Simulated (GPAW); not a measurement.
## Azulenedithiol between two Pd chains: transmission at several levels

Wanted: the zero-bias transmission of azulenedithiol between two Pd chains on a ladder of levels, with run times.

Calculated with GPAW 26.7.0; GPAW LCAO, PAW setups; Landauer transmission from Green's functions with principal layers (ASE), zero bias.

Most raw output is cut from this account.

## (1) Starting point

The cell holds 32 atoms: 14 Pd, 2 S, 10 C and 6 H. Its edges and angles: a = 14.816 Å, b = 9.000 Å, c = 44.784 Å, α = 90.0°, β = 90.0°, γ = 90.0°. Regions: left lead, 7 atoms (7 Pd); channel, 18 atoms (2 S, 10 C and 6 H); right lead, 7 atoms (7 Pd). Vacuum lies along a and b. The structure is stacked along c, and the current runs across the ab planes.

## (2) GPAW, dzp

Localised orbitals split the wire into layers that couple to their neighbours alone, which is what the Green's function method needs; double zeta with polarisation is the usual level for numbers.

run.py reads:

```python
import json
import numpy as np
from ase import Atoms
from ase.transport.calculators import TransportCalculator
from gpaw import GPAW, FermiDirac
from gpaw.lcao.tools import get_lcao_hamiltonian
from scipy.linalg import eigh

# The junction with lead layers at both ends, along the third cell vector
device = Atoms(
    ['Pd', 'Pd', 'Pd', 'Pd', 'Pd', 'Pd', 'Pd', 'S', 'C', 'H', 'H', 'C', 'C', 'C', 'C', 'H', 'H', 'C', 'C', 'C', 'C', 'C', 'H', 'H', 'S', 'Pd', 'Pd', 'Pd', 'Pd', 'Pd', 'Pd', 'Pd'],
    positions=[
        [7.40816, 4.50000, 1.25000],
        [7.40816, 4.50000, 3.75000],
        [7.40816, 4.50000, 6.25000],
        [7.40816, 4.50000, 8.75000],
        [7.40816, 4.50000, 11.25000],
        [7.40816, 4.50000, 13.75000],
        [7.40816, 4.50000, 16.25000],
        [5.84426, 4.50010, 18.04404],
        [5.80254, 4.50013, 19.74889],
        [3.67308, 4.50016, 20.17236],
        [7.98983, 4.50013, 20.23577],
        [4.69751, 4.50016, 20.50711],
        [6.97531, 4.50014, 20.60343],
        [5.14421, 4.50019, 21.88869],
        [6.60058, 4.50017, 21.89947],
        [8.57109, 4.50021, 22.74824],
        [3.25000, 4.50021, 22.76503],
        [4.32457, 4.50021, 22.94543],
        [7.51348, 4.50020, 23.00747],
        [7.19608, 4.50023, 24.31089],
        [4.68060, 4.50023, 24.34912],
        [5.88711, 4.50023, 24.94859],
        [3.79339, 4.50023, 24.98575],
        [8.04852, 4.50027, 24.98901],
        [5.87887, 4.50025, 26.70993],
        [7.40816, 4.50000, 28.53357],
        [7.40816, 4.50000, 31.03357],
        [7.40816, 4.50000, 33.53357],
        [7.40816, 4.50000, 36.03357],
        [7.40816, 4.50000, 38.53357],
        [7.40816, 4.50000, 41.03357],
        [7.40816, 4.50000, 43.53357]],
    cell=[[14.81633, 0.0, 0.0], [0.0, 9.0, 0.0], [0.0, 0.0, 44.78357]],
    pbc=True)

# One principal layer of the lead: the first 5 atoms of the device
lead = Atoms(
    ['Pd', 'Pd', 'Pd', 'Pd', 'Pd'],
    positions=[
        [7.40816, 4.50000, 1.25000],
        [7.40816, 4.50000, 3.75000],
        [7.40816, 4.50000, 6.25000],
        [7.40816, 4.50000, 8.75000],
        [7.40816, 4.50000, 11.25000]],
    cell=[[14.81633, 0.0, 0.0], [0.0, 9.0, 0.0], [0.0, 0.0, 12.5]],
    pbc=True)

settings = dict(mode='lcao', basis='dzp', xc='PBE', h=0.2,
                occupations=FermiDirac(0.1), maxiter=250,
                mixer=dict(beta=0.1, nmaxold=8, weight=100.0),
                convergence=dict(density=0.0001))
energies = np.arange(-3, 3 + 1e-9, 0.075)
eta = 0.0001
n1, n2 = 1, 1
# k and -k transmit alike, so half of the mesh across the current serves
mesh = [(i, j) for i in range(n1) for j in range(n2) if (i, j) <= (-i % n1, -j % n2)]
weights = np.array([1 if (i, j) == (-i % n1, -j % n2) else 2 for i, j in mesh]) / (n1 * n2)

# [... helper functions left out ...]
fermi_lead = ground_state(lead, (1, 1, 9), 'lead.txt')
fermi_device = ground_state(device, (1, 1, 2), 'device.txt')
# [... loop over the mesh left out, but for ...]
        # Shift the lead onto the potential of the device's first layer
        shift = ((H[:, 0, 0] - H0[:, 0, 0]) / S0[0, 0]).real.mean()
# [...]
kT = 8.617333e-5 * 300
bias = [0.1, 0.2, 0.5, 1.0, 1.5, 2.0]
# [... integrals and printing left out ...]
```

On the command line:

```console
OMP_NUM_THREADS=1 OPENBLAS_NUM_THREADS=1 python run.py
```

The job ended after 7.6 min (1 thread of Arm Neoverse V1, shared host; peak memory 2.5 GiB).

This step gave:

* conductance: 0.5900 G₀
* largest coupling past the next principal layer: 1.07e-4 eV
* largest misfit of the first principal layer: 0.09663 eV
* shift that aligns the lead: -0.003705 eV
* basis functions of the junction: 564
* basis functions of a principal layer: 135
* transmission at the Fermi level (one spin): 0.6362

One spin. Table of transmission, zone mean by energy, zero at the Fermi level:

| energy (eV) | transmission, zone mean |
| --- | --- |
| -3.0000 | 0.00191 |
| -2.7750 | 0.00211 |
| -2.4750 | 0.0782 |
| -2.2500 | 0.269 |
| -2.0250 | 0.431 |
| -1.7250 | 0.899 |
| -1.5000 | 0.883 |
| -1.3500 | 0.933 |
| -1.2750 | 0.906 |
| -0.9750 | 0.166 |
| -0.9000 | 0.636 |
| -0.7500 | 0.464 |
| -0.6750 | 0.903 |
| -0.5250 | 0.0156 |
| -0.4500 | 0.968 |
| -0.2250 | 0.634 |
| 0.0000 | 0.636 |
| 0.2250 | 1.0e-3 |
| 0.5250 | 3.1e-4 |
| 0.7500 | 2.3e-4 |
| 0.9750 | 1.9e-4 |
| 1.2750 | 1.6e-4 |
| 1.5000 | 1.4e-4 |
| 1.7250 | 1.2e-4 |
| 2.0250 | 1.1e-4 |
| 2.2500 | 1.0e-4 |
| 2.4750 | 9.3e-5 |
| 2.7750 | 8.2e-5 |
| 3.0000 | 6.9e-5 |

Not self-consistent under bias; the bias window is split evenly. Table of current through one cell, from the zero-bias transmission by bias:

| bias (V) | current through one cell, from the zero-bias transmission (μA) |
| --- | --- |
| 0.100 | 4.46 |
| 0.200 | 8.27 |
| 0.500 | 16.4 |
| 1.000 | 28.0 |
| 1.500 | 35.5 |
| 2.000 | 44.4 |

The transmission of the three most open eigenchannels by energy, zero at the Fermi level:

| energy (eV) | channel 1 | channel 2 | channel 3 |
| --- | --- | --- | --- |
| -3.00 | 0.00191 | 0 | 0 |
| -2.77 | 0.00211 | 0 | 0 |
| -2.55 | 0.0356 | 0.00562 | 4.8e-5 |
| -2.40 | 0.128 | 0.00795 | 1.0e-4 |
| -2.17 | 0.304 | 0.00945 | 1.7e-4 |
| -1.95 | 0.530 | 0.0100 | 1.5e-4 |
| -1.73 | 0.889 | 0.00996 | 1.2e-4 |
| -1.57 | 0.877 | 0.00870 | 1.1e-4 |
| -1.35 | 0.926 | 0.00656 | 1.3e-4 |
| -1.12 | 0.350 | 0.00555 | 2.7e-4 |
| -0.90 | 0.630 | 0.00563 | 3.5e-4 |
| -0.75 | 0.456 | 0.00697 | 5.3e-4 |
| -0.53 | 0.0107 | 0.00396 | 9.4e-4 |
| -0.30 | 0.600 | 0.00986 | 6.4e-5 |
| -0.07 | 0.661 | 0.00809 | 9.4e-5 |
| 0.00 | 0.629 | 0.00694 | 7.6e-5 |
| 0.07 | 0.470 | 0.00587 | 4.2e-5 |
| 0.30 | 6.3e-4 | 0 | 0 |
| 0.53 | 3.1e-4 | 0 | 0 |
| 0.75 | 2.3e-4 | 0 | 0 |
| 0.90 | 2.0e-4 | 0 | 0 |
| 1.12 | 1.7e-4 | 0 | 0 |
| 1.35 | 1.5e-4 | 0 | 0 |
| 1.57 | 1.3e-4 | 0 | 0 |
| 1.73 | 1.2e-4 | 0 | 0 |
| 1.95 | 1.1e-4 | 0 | 0 |
| 2.17 | 1.0e-4 | 0 | 0 |
| 2.40 | 9.6e-5 | 1.1e-12 | 0 |
| 2.55 | 9.0e-5 | 1.5e-12 | 0 |
| 2.77 | 8.2e-5 | 2.6e-12 | 0 |
| 3.00 | 6.9e-5 | 5.0e-12 | 0 |

Couplings past the next layer reach 1.1e-4 eV, small enough to drop; the matrix elements of the cell's first layer differ from the bulk lead's by up to 0.097 eV. That layer keeps its own values in the calculation, and only beyond it is the lead taken as perfect. The Fermi levels of lead and junction count from different zeros of potential, one for each periodic cell; with both set to zero, the small remaining shift is what aligns them. By hand: G = 0.5900 × 77.48 μS = 45.7 μS, a resistance of 21.9 kΩ; at 0.1 V a linear junction would pass 4.57 μA, and the integral over the bias window gives 4.46 μA.

## (3) Single-zeta polarised basis

The second zeta is dropped, the polarisation orbitals stay.

Edit run.py of step 2 so:

```diff
@@ -59,3 +59,3 @@
 
-settings = dict(mode='lcao', basis='dzp', xc='PBE', h=0.2,
+settings = dict(mode='lcao', basis='szp(dzp)', xc='PBE', h=0.2,
                 occupations=FermiDirac(0.1), maxiter=250,
```

Wall time 4.6 min (1 thread); peak memory 2.4 GiB.

Numbers from this step:

| Item | Value |
| --- | --- |
| conductance | 0.2345 G₀ |
| largest coupling past the next principal layer | 1.09e-4 eV |
| largest misfit of the first principal layer | 0.09349 eV |
| shift that aligns the lead | 0.001659 eV |
| basis functions of the junction | 342 |
| basis functions of a principal layer | 75 |
| transmission at the Fermi level (one spin) | 0.3122 |

One spin. Transmission, zone mean against energy, zero at the Fermi level:

| energy (eV) | transmission, zone mean |
| --- | --- |
| -3.00 | 4.1e-4 |
| -2.77 | 5.2e-4 |
| -2.55 | 0.0440 |
| -2.40 | 0.158 |
| -2.17 | 0.220 |
| -1.95 | 0.436 |
| -1.73 | 0.856 |
| -1.57 | 0.921 |
| -1.35 | 0.664 |
| -1.12 | 0.185 |
| -0.90 | 0.817 |
| -0.75 | 0.0643 |
| -0.60 | 0.989 |
| -0.53 | 0.649 |
| -0.30 | 0.505 |
| -0.07 | 0.490 |
| 0.00 | 0.312 |
| 0.07 | 0.00254 |
| 0.30 | 2.9e-4 |
| 0.53 | 1.6e-4 |
| 0.75 | 1.2e-4 |
| 0.90 | 1.1e-4 |
| 1.12 | 1.0e-4 |
| 1.35 | 9.6e-5 |
| 1.57 | 9.1e-5 |
| 1.73 | 8.8e-5 |
| 1.95 | 8.3e-5 |
| 2.17 | 7.9e-5 |
| 2.40 | 7.6e-5 |
| 2.55 | 7.5e-5 |
| 2.77 | 7.3e-5 |
| 3.00 | 7.1e-5 |

Not self-consistent under bias; the bias window is split evenly. Current through one cell, from the zero-bias transmission against bias:

| bias (V) | current through one cell, from the zero-bias transmission (μA) |
| --- | --- |
| 0.100 | 1.81 |
| 0.200 | 3.68 |
| 0.500 | 9.68 |
| 1.000 | 20.0 |
| 1.500 | 30.6 |
| 2.000 | 36.8 |

Table of transmission of the three most open eigenchannels by energy, zero at the Fermi level:

| energy (eV) | channel 1 | channel 2 | channel 3 |
| --- | --- | --- | --- |
| -3.00 | 4.1e-4 | 0 | 0 |
| -2.77 | 5.2e-4 | 0 | 0 |
| -2.55 | 0.0425 | 0.00148 | 1.6e-5 |
| -2.40 | 0.156 | 0.00210 | 4.2e-5 |
| -2.17 | 0.218 | 0.00223 | 5.7e-5 |
| -1.95 | 0.433 | 0.00277 | 4.8e-5 |
| -1.73 | 0.853 | 0.00326 | 4.4e-5 |
| -1.57 | 0.917 | 0.00322 | 4.6e-5 |
| -1.35 | 0.661 | 0.00288 | 6.9e-5 |
| -1.12 | 0.182 | 0.00256 | 3.2e-4 |
| -0.90 | 0.813 | 0.00302 | 3.1e-4 |
| -0.75 | 0.0606 | 0.00372 | 9.5e-6 |
| -0.53 | 0.642 | 0.00661 | 5.1e-7 |
| -0.30 | 0.492 | 0.0132 | 2.7e-7 |
| -0.07 | 0.477 | 0.0126 | 1.5e-5 |
| 0.00 | 0.301 | 0.0115 | 1.3e-5 |
| 0.07 | 0.00254 | 1.2e-6 | 2.8e-8 |
| 0.30 | 2.9e-4 | 0 | 0 |
| 0.53 | 1.6e-4 | 0 | 0 |
| 0.75 | 1.2e-4 | 0 | 0 |
| 0.90 | 1.1e-4 | 0 | 0 |
| 1.12 | 1.0e-4 | 0 | 0 |
| 1.35 | 9.6e-5 | 0 | 0 |
| 1.57 | 9.1e-5 | 0 | 0 |
| 1.73 | 8.8e-5 | 0 | 0 |
| 1.95 | 8.3e-5 | 0 | 0 |
| 2.17 | 7.9e-5 | 0 | 0 |
| 2.40 | 7.6e-5 | 0 | 0 |
| 2.55 | 7.5e-5 | 0 | 0 |
| 2.77 | 7.3e-5 | 0 | 0 |
| 3.00 | 7.1e-5 | 0 | 0 |

The conductance, 0.234 G₀, lies 60 % below that of the dzp run.

## (4) Minimal basis

The minimal basis is the cheapest rung: no second zeta and no polarisation.

Edit run.py of step 3 so:

```diff
@@ -59,3 +59,3 @@
 
-settings = dict(mode='lcao', basis='szp(dzp)', xc='PBE', h=0.2,
+settings = dict(mode='lcao', basis='sz(dzp)', xc='PBE', h=0.2,
                 occupations=FermiDirac(0.1), maxiter=250,
```

Run time: 3.5 min. Hardware: 1 thread; peak memory 2.3 GiB.

Numbers from this step:

- conductance: 0.3096 G₀
- largest coupling past the next principal layer: 1.08e-4 eV
- largest misfit of the first principal layer: 0.06265 eV
- shift that aligns the lead: 0.002269 eV
- basis functions of the junction: 222
- basis functions of a principal layer: 60
- transmission at the Fermi level (one spin): 0.4419
- open channels of the lead at the Fermi level (one spin): 4

The conductance, 0.310 G₀, lies 48 % below that of the dzp run.

## (5) LDA in the dzp basis: xc = "LDA"

Back in the dzp basis, the functional changes from PBE to LDA, to set the spread between functionals beside that between bases.

Edit run.py of step 4 so:

```diff
@@ -59,3 +59,3 @@
 
-settings = dict(mode='lcao', basis='sz(dzp)', xc='PBE', h=0.2,
+settings = dict(mode='lcao', basis='dzp', xc='LDA', h=0.2,
                 occupations=FermiDirac(0.1), maxiter=250,
```

Elapsed: 6.9 min, on 1 thread; peak memory 2.5 GiB.

This step gave:

```
conductance                                    : 0.6033 G₀
largest coupling past the next principal layer : 1.19e-4 eV
largest misfit of the first principal layer    : 0.08710 eV
shift that aligns the lead                     : -0.002869 eV
basis functions of the junction                : 564
basis functions of a principal layer           : 135
transmission at the Fermi level (one spin)     : 0.6441
```

One spin. Table of transmission, zone mean by energy, zero at the Fermi level:

energy (eV), log10 transmission, zone mean and a bar from the least value:
```
    -3.00       -2.7 ###########
    -2.85       -2.7 ###########
    -2.70       -2.6 ###########
    -2.55       -1.3 ####################
    -2.33       -0.7 #########################
    -2.17       -0.5 ###########################
    -2.02       -0.4 ############################
    -1.88       -0.2 #############################
    -1.73       -0.1 ##############################
    -1.57        0.0 ##############################
    -1.35        0.0 ##############################
    -1.20       -0.1 #############################
    -1.05       -0.9 ########################
    -0.90       -0.4 ###########################
    -0.82       -0.1 #############################
    -0.75       -0.2 #############################
    -0.68       -0.1 ##############################
    -0.60       -0.6 ##########################
    -0.38       -0.2 #############################
    -0.23       -0.2 #############################
    -0.07       -0.2 #############################
     0.00       -0.2 #############################
     0.07       -0.3 ############################
     0.23       -3.0 #########
     0.38       -3.3 ######
     0.60       -3.5 ####
     0.75       -3.6 ####
     0.90       -3.7 ###
     1.05       -3.7 ###
     1.20       -3.8 ###
     1.35       -3.8 ##
     1.57       -3.9 ##
     1.73       -3.9 ##
     1.88       -3.9 ##
     2.02       -4.0 #
     2.17       -4.0 #
     2.33       -4.0 #
     2.55       -4.0 #
     2.70       -4.1 #
     2.85       -4.1 
     3.00       -4.1
```

The conductance, 0.603 G₀, lies 2.3 % above that of the dzp run.

## (6) The ladder

Times are for 1 thread of Arm Neoverse V1, shared host. Results by setting:

| no. | run | conductance (G₀) | time | memory (GiB) |
| --- | --- | --- | --- | --- |
| 1 | dzp | 0.5900 | 7.6 min | 2.5 |
| 2 | szp | 0.2345 | 4.6 min | 2.4 |
| 3 | sz | 0.3096 | 3.5 min | 2.3 |
| 4 | dzp LDA | 0.6033 | 6.9 min | 2.5 |

## (7) The levels side by side

The curves are compared point by point over the common energies.

This step: comparison of transmission and cost over codes and levels (GPAW 26.7.0).

Ladder, by row:

| step | code | T at the Fermi level (sum over the listed spins) | conductance (G0) | r.m.s. T(E) from the first | wall time (s) | peak memory (GiB) | threads |
| --- | --- | --- | --- | --- | --- | --- | --- |
| dzp | GPAW | 0.6362 | 0.59 | 0 | 455.2 | 2.48 | 1 |
| szp | GPAW | 0.3122 | 0.2345 | 0.2163 | 277.6 | 2.37 | 1 |
| sz | GPAW | 0.4419 | 0.3096 | 0.1798 | 208.9 | 2.27 | 1 |
| dzp-LDA | GPAW | 0.6441 | 0.6033 | 0.06249 | 411.1 | 2.48 | 1 |

Transmission, zone mean, sum over the listed spins against energy, zero at the Fermi level:

| energy (eV) | dzp | szp | sz | dzp-LDA |
| --- | --- | --- | --- | --- |
| -3.00 | 0.00191 | 4.1e-4 | 1.8e-4 | 0.00217 |
| -2.77 | 0.00211 | 5.2e-4 | 2.5e-4 | 0.00228 |
| -2.55 | 0.0412 | 0.0440 | 0.0406 | 0.0452 |
| -2.25 | 0.269 | 0.201 | 0.165 | 0.275 |
| -2.02 | 0.431 | 0.325 | 0.330 | 0.441 |
| -1.80 | 0.824 | 0.746 | 0.805 | 0.806 |
| -1.57 | 0.886 | 0.921 | 0.917 | 0.908 |
| -1.35 | 0.933 | 0.664 | 0.800 | 0.934 |
| -1.05 | 0.0495 | 0.601 | 0.234 | 0.133 |
| -0.90 | 0.636 | 0.817 | 0.0900 | 0.382 |
| -0.82 | 0.600 | 0.00547 | 0.0715 | 0.714 |
| -0.68 | 0.903 | 0.446 | 0.585 | 0.843 |
| -0.60 | 0.215 | 0.989 | 0.919 | 0.278 |
| -0.45 | 0.968 | 0.533 | 0.519 | 0.536 |
| -0.38 | 0.664 | 0.501 | 0.525 | 0.618 |
| -0.15 | 0.663 | 0.530 | 0.617 | 0.646 |
| 0.00 | 0.636 | 0.312 | 0.442 | 0.644 |
| 0.15 | 0.00227 | 7.1e-4 | 5.4e-4 | 0.00276 |
| 0.38 | 4.6e-4 | 2.2e-4 | 1.6e-4 | 4.9e-4 |
| 0.60 | 2.7e-4 | 1.4e-4 | 1.1e-4 | 2.9e-4 |
| 0.82 | 2.1e-4 | 1.2e-4 | 9.1e-5 | 2.2e-4 |
| 1.05 | 1.8e-4 | 1.1e-4 | 8.4e-5 | 1.8e-4 |
| 1.35 | 1.5e-4 | 9.6e-5 | 7.8e-5 | 1.5e-4 |
| 1.57 | 1.3e-4 | 9.1e-5 | 7.4e-5 | 1.3e-4 |
| 1.80 | 1.2e-4 | 8.6e-5 | 7.0e-5 | 1.2e-4 |
| 2.02 | 1.1e-4 | 8.2e-5 | 6.6e-5 | 1.1e-4 |
| 2.25 | 1.0e-4 | 7.8e-5 | 6.2e-5 | 1.0e-4 |
| 2.55 | 9.0e-5 | 7.5e-5 | 5.6e-5 | 9.0e-5 |
| 2.77 | 8.2e-5 | 7.3e-5 | 5.3e-5 | 8.2e-5 |
| 3.00 | 6.9e-5 | 7.1e-5 | 5.0e-5 | 7.2e-5 |

## (8) SCF mesh 1×1×1, grid spacing 0.14, mixing 0.15

The SCF mesh sets the Fermi level of the repeated cell. The real-space grid carries density and potential; a coarse one breaks translation symmetry along the lead and scatters electrons that should pass. Mixing changes the road to self-consistency, not its end. The mixing history changes the road to self-consistency, not its end.

This step: GPAW LCAO, PAW setups; Landauer transmission from Green's functions with principal layers (ASE), zero bias (GPAW 26.7.0).

Edit run.py of step 5 so:

```diff
@@ -59,5 +59,5 @@
 
-settings = dict(mode='lcao', basis='dzp', xc='LDA', h=0.2,
+settings = dict(mode='lcao', basis='dzp', xc='PBE', h=0.14,
                 occupations=FermiDirac(0.1), maxiter=250,
-                mixer=dict(beta=0.1, nmaxold=8, weight=100.0),
+                mixer=dict(beta=0.15, nmaxold=12, weight=100.0),
                 convergence=dict(density=0.0001))
@@ -72,3 +72,3 @@
 fermi_lead = ground_state(lead, (1, 1, 9), 'lead.txt')
-fermi_device = ground_state(device, (1, 1, 2), 'device.txt')
+fermi_device = ground_state(device, (1, 1, 1), 'device.txt')
 # [... loop over the mesh left out, but for ...]
```

Wall time 12 min (1 thread); peak memory 7.3 GiB.

The run finished with changed settings (scf_mesh = [1, 1, 1], h = 0.14, beta = 0.15 and nmaxold = 12); it serves as a test.

The two runs compared:

| quantity | this run | sound run | difference |
| --- | --- | --- | --- |
| conductance (G₀) | 0.58746 | 0.59004 | -0.00257 |
| largest coupling past the next principal layer (eV) | 1.071e-4 | 1.071e-4 | -2.4e-8 |
| largest misfit of the first principal layer (eV) | 0.097637 | 0.096628 | 0.00101 |
| shift that aligns the lead (eV) | -0.0025945 | -0.0037052 | 0.00111 |
| transmission at the Fermi level (one spin) | 0.63141 | 0.63616 | -0.00476 |

## (9) SCF mesh 1×1×1

The SCF mesh sets the Fermi level of the repeated cell.

Edit run.py of step 8 so:

```diff
@@ -59,5 +59,5 @@
 
-settings = dict(mode='lcao', basis='dzp', xc='PBE', h=0.14,
+settings = dict(mode='lcao', basis='dzp', xc='PBE', h=0.2,
                 occupations=FermiDirac(0.1), maxiter=250,
-                mixer=dict(beta=0.15, nmaxold=12, weight=100.0),
+                mixer=dict(beta=0.1, nmaxold=8, weight=100.0),
                 convergence=dict(density=0.0001))
```

The job ended after 5.1 min (1 thread; peak memory 2.5 GiB).

The run finished with changed settings (scf_mesh = [1, 1, 1]); it serves as a test.

Side by side:

| quantity | this run | sound run | difference |
| --- | --- | --- | --- |
| conductance (G₀) | 0.58770 | 0.59004 | -0.00234 |
| largest misfit of the first principal layer (eV) | 0.099280 | 0.096628 | 0.00265 |
| shift that aligns the lead (eV) | -0.0025687 | -0.0037052 | 0.00114 |
| transmission at the Fermi level (one spin) | 0.63127 | 0.63616 | -0.00490 |

## (10) Results

```
conductance                                        : 0.590 G₀
transmission at the Fermi level, mean of the spins : 0.636
```

What this shows: In the dzp basis the junction conducts 0.590 G₀ at 300 K, with T = 0.636 a spin at the Fermi level; no smaller basis tried comes within 10 % of that conductance. At the Fermi level two eigenchannels carry the current (0.63 and 0.0069). Measured against the first run (dzp), the nearest curve is that of dzp-LDA (r.m.s. 0.062) and the farthest that of szp (0.22). Over the compared runs wall time goes from 209 s (sz) to 455 s (dzp), on a shared host. The geometry was built from estimated bond lengths and not relaxed, so the numbers describe this model structure. The run had no spin polarisation, so a magnetic state, which chains and small molecules with open shells often have, wasn't tested. Semilocal functionals put molecular levels too near the Fermi level, so such conductances usually come out too high, and chain electrodes have a sharper density of states than real ones. An evenly spaced straight chain is an idealisation: free chains tend to dimerise, zigzag or, where a band edge lies near the Fermi level, turn magnetic. The currents use the zero-bias T(E) throughout, which holds only while the bias is small against the distance to the nearest feature. Within about eight thermal energies of the Fermi level ln T(E) bends sharply from one computed energy to the next, or the lead's channel count changes, so the thermal averages, above all the thermopower, rest on an interpolation that may be rough.

[Logs are printed without paths, hosts, clocks, repeated set-up lines and the standing remarks that a program may print on its own settings, such as how far it seeks lower states.]

[Hosts, paths, dates, database ids (printed as entryN), source tags and the programs' standing remarks are cut or masked in the printed files.]
